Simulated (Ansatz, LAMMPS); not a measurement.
# Squeezing and shearing glassy 22BaO-78TiO2 (mol %) (89 atoms), part 4 of 4

How stiff is glassy 22BaO-78TiO2 (mol %) (89 atoms), and how do its levels respond to strain?

Ansatz 0.2.0; Kohn-Sham DFT, PBE, PAW (set soft_1), plane waves.

The cell: 7 Ba, 25 Ti and 57 O. The quench rate of 100 K/ps far exceeds what a furnace or splat quench reaches. The starting topology of bonds comes from the classical model. Only the Γ point is sampled. The levels lack spin–orbit coupling.

So far. Step 11 (Compressed by 1 % along x): The relaxation converged after 5 steps, 0.0538 eV below its start, with a largest force component of 0.028 eV/Å. Step 11 (Compressed by 1 % along x): Compressed by 1 % along x: the energy stands 0.0465 eV above that of the reference, at a pressure of 0.773 GPa.

### 12. Sheared by 2 % in xy

A shear of the relaxed cell gives the modulus that volume changes can't reach.

input.yaml reads:

```yaml
crystal:
  lattice:
    - [10.8548, -0.26146, -0.10133]
    - [-0.264, 10.59993, -0.06662]
    - [-0.102, -0.06763, 11.01369]
  atoms:
    [... the 89 atom lines of step 4 ...]
kpoints:
  mp_grid: { grid: [1, 1, 1] }
hamiltonian:
  xc: pbe
  pseudopotentials: { kind: paw, azcp: { folder: soft_1 } }
scf:
  occupations: { method: fixed }
output:
  forces: true
  eigenvalues: true
  stress: true
relax:
  f_tol: 0.05
  max_steps: 70
```

The run is started by

```
ansatz run input.yaml --threads 4 --pin off --max-ram 8192MiB --backend cpu --events-out ev --progress --plain --runs-dir out
```

Numbers of over 12 decimals in the logs are rounded to 6 here.

Output:

```text
[...]
Crystal: 89 atoms, lattice volume = 1266.314 Å³
Basis set: ecut = 420 eV, 24727 PW (Γ), exchange–correlation on 150×144×150 points (8 copies of the dense FFT grid, shifted against one another)
Bands: 445, of which v1, the nominal top of the filled ones, is band 356 counted from 1 (355 counted from 0)
Symmetry: 1 space group operations
[...]
k-points: 1
[...]
SCF iter   1: F=—  HF=-136623.332004 eV  |F-HF|=—  |Δ(HF+E_count)|=         —  Δρ=5.10e-2  dr2=6.01e1  ethr=3.10e-3  ⟨swp⟩=5.0  Hψ=1363  notcnv=0  defer=87
[...]
SCF iter  12: F=-136610.864690 eV  HF=-136610.864693 eV  |F-HF|=2.80e-6  |Δ(HF+E_count)|=   1.97e-5  Δρ=3.37e-5  dr2=1.85e-5  ethr=8.78e-9  ⟨swp⟩=10.0  Hψ=2339  notcnv=0
SCF 1 converged in 12 iterations: F = -136610.864690 eV  dr2 = 1.85e-5
[...]
relax step   1: F+E_penalty+E_count = -136610.86469006 eV  Δ(F+E_penalty+E_count) = +0.000e0 eV  max|allowed force component| = 3.851e-1 eV/Å  Δτ_max = 0.0000 Å  (12 SCF iters, dr2 threshold 6.25e-5 eV, accepted)
[...]
relax step   2: F+E_penalty+E_count = -136610.89579392 eV  Δ(F+E_penalty+E_count) = -3.110e-2 eV  max|allowed force component| = 2.136e-1 eV/Å  Δτ_max = 0.0784 Å  (8 SCF iters, dr2 threshold 9.27e-6 eV, accepted)
[...]
relax step   3: F+E_penalty+E_count = -136610.91911584 eV  Δ(F+E_penalty+E_count) = -2.332e-2 eV  max|allowed force component| = 8.525e-2 eV/Å  Δτ_max = 0.0391 Å  (8 SCF iters, dr2 threshold 2.85e-6 eV, accepted)
relax step   4: F+E_penalty+E_count = -136610.92284474 eV  Δ(F+E_penalty+E_count) = -3.729e-3 eV  max|allowed force component| = 1.235e-1 eV/Å  Δτ_max = 0.0208 Å  (9 SCF iters, accepted)
[...]
relax step   5: F+E_penalty+E_count = -136610.92734250 eV  Δ(F+E_penalty+E_count) = -4.498e-3 eV  max|allowed force component| = 3.283e-2 eV/Å  Δτ_max = 0.0103 Å  (9 SCF iters, accepted)
SCF converged after 9 iterations
Free energy (F): -136610.927342 eV
[...]
Internal energy: -136610.927342 eV  (E = F + TS)
E sigma→0 (E₀):  -136610.927342 eV
Fermi energy:    6.353448 eV
[...]
--- Forces (eV/Å), atoms counted from 1 ---
  atom   1  Ba    -0.00104867     0.00295844    -0.00316373
  atom   2  Ba    -0.00229148    -0.00882816     0.00618736
  atom   3  Ba    -0.00612923     0.01234816     0.00601796
  atom   4  Ba    -0.00688987    -0.01795639    -0.00320026
  atom   5  Ba     0.00325929    -0.00807838    -0.00324785
  atom   6  Ba     0.00261446     0.01330791     0.00723916
  atom   7  Ba     0.00583416    -0.00183194     0.01390858
  atom   8  Ti     0.01267896     0.00042878    -0.02254504
  atom   9  Ti    -0.03074070     0.00930176     0.00187086
  atom  10  Ti     0.02275012    -0.00925078     0.00826059
  atom  11  Ti     0.00446519     0.00339792     0.00993455
  atom  12  Ti    -0.01137847     0.00576013    -0.00770932
  atom  13  Ti    -0.00797306    -0.01502146    -0.01174483
  atom  14  Ti     0.00219525    -0.01304325     0.00376113
[...]
atom  88  O      0.01146532     0.00168330    -0.00263106
  atom  89  O     -0.00048080    -0.00115345    -0.00712550
  max |Σ_I F_I| component: 5.92e-5 eV/Å
--- Stress (GPa, compression-positive) ---
       -0.026260      -0.754645      -0.004338
       -0.754645      -0.008893      -0.033207
       -0.004338      -0.033207       0.045187
  P = ⅓ Tr σ = 0.0033 GPa (0.033 kbar)
--- Band table (eV) ---
[...]
--- Relaxed structure (5 steps of the walk, 5 accepted, 0 SCFs on fresh bases) ---
  F+E_penalty+E_count = -136610.92734250 eV   max|allowed force component| = 3.283e-2 eV/Å
  atoms:
    - { symbol: Ba, position: [0.120770, 0.089724, 0.891669] }
    - { symbol: Ba, position: [0.537711, 0.380145, 0.194675] }
    - { symbol: Ba, position: [0.247600, 0.811831, 0.407464] }
    - { symbol: Ba, position: [0.606988, 0.722697, 0.446424] }
[...]
- { symbol: O, position: [0.142790, 0.044608, 0.415336] }
```

The job ended after 2.1 min (4 threads of Arm Neoverse V1, shared host; peak memory 1.8 GiB; 8.1 min of CPU time).

The relaxation converged after 5 steps, 0.0627 eV below its start, with a largest force component of 0.033 eV/Å.

Sheared by 2 % in xy: the energy stands 0.0612 eV above that of the reference, at a pressure of 0.00334 GPa.

### 13. Pressure against volume

Atoms are relaxed at each volume, in the scaled cell.

| volume change (%) | volume (Å³/atom) | energy change (meV/atom) | pressure (GPa) | largest move on relaxing (Å) | bonds | gap (eV) |
| --- | --- | --- | --- | --- | --- | --- |
| -10 | 12.807 | 27.01 | 6.92 | 1.05 | 196 | 2.68 |
| -6 | 13.376 | 11.47 | 4.41 | 0.33 | 186 | 2.76 |
| -3 | 13.803 | 2.83 | 2.17 | 0.14 | 182 | 2.80 |
| +0 | 14.230 | 0.00 | 0.00 | - | 180 | 2.78 |
| +3 | 14.657 | 2.59 | -1.93 | 0.14 | 178 | 2.75 |
| +6 | 15.083 | 9.81 | -3.49 | 0.31 | 176 | 2.74 |

### 14. Uniaxial strain and shear

Stress (GPa, compression positive) less that of the relaxed cell, atoms relaxed:

| strain | xx | yy | zz | xy | energy change (meV/atom) |
| --- | --- | --- | --- | --- | --- |
| stretched by 1 % along x | -1.053 | -0.593 | -0.452 | -0.055 | 0.43 |
| compressed by 1 % along x | 1.188 | 0.597 | 0.538 | -0.002 | 0.52 |
| sheared by 2 % in xy | -0.026 | -0.011 | 0.050 | -0.769 | 0.69 |

### 15. What came out

The bulk modulus, from the slope of pressure against ln V over the three points nearest the relaxed volume, is 68.3 GPa; between neighbouring points the slope runs 58, 71, 71, 65 and 54 GPa from the smallest volume up, without a steady fall, so no pressure derivative is given. The count of bonds runs from 176 to 196 over the series, so at some points contacts cross the cutoffs. At -10 % some atom moved by over 0.5 Å on relaxing, so that point may sit in another local minimum. The gap goes from 2.68 eV at the smallest volume to 2.74 eV at the largest, not monotonically (lowest 2.68, highest 2.80 eV), on the run's k-points. In the Cartesian axes of the cell, finite differences give C11 = 112, C12 = 59.5, C13 = 49.5 and C66 = 38.5 GPa (the shear of 2 % is the engineering strain, εxy = 0.01). The mean of C11, C12 and C13, which equals the bulk modulus in a cubic or isotropic solid, is 73.7 GPa: it agrees with the bulk modulus within 10 %. For an isotropic solid C66 would equal (C11 − C12)/2 = 26.3 GPa; so small a sample needn't be isotropic, and C66 rests on one shear. The two differ too much for isotropic moduli to be formed.

**Limits.** Strains are finite and relaxations stop at the force tolerance of the input, which can leave moduli too stiff; they are those of a static cell at zero temperature. Volumes are changed with the cell's shape held, so in an anisotropic solid the modulus lies over the one under free hydrostatic load. The program notes that the SCF threshold of the relaxations is loose for the stress.

The DFT runs together took 41 min of wall time.

[Logs are printed without paths, hosts, clocks, repeated set-up lines and the standing remarks that a program may print on its own settings, such as how far it seeks lower states.]

[Hosts, paths, dates, database ids (printed as entryN), source tags and the programs' standing remarks are cut or masked in the printed files.]
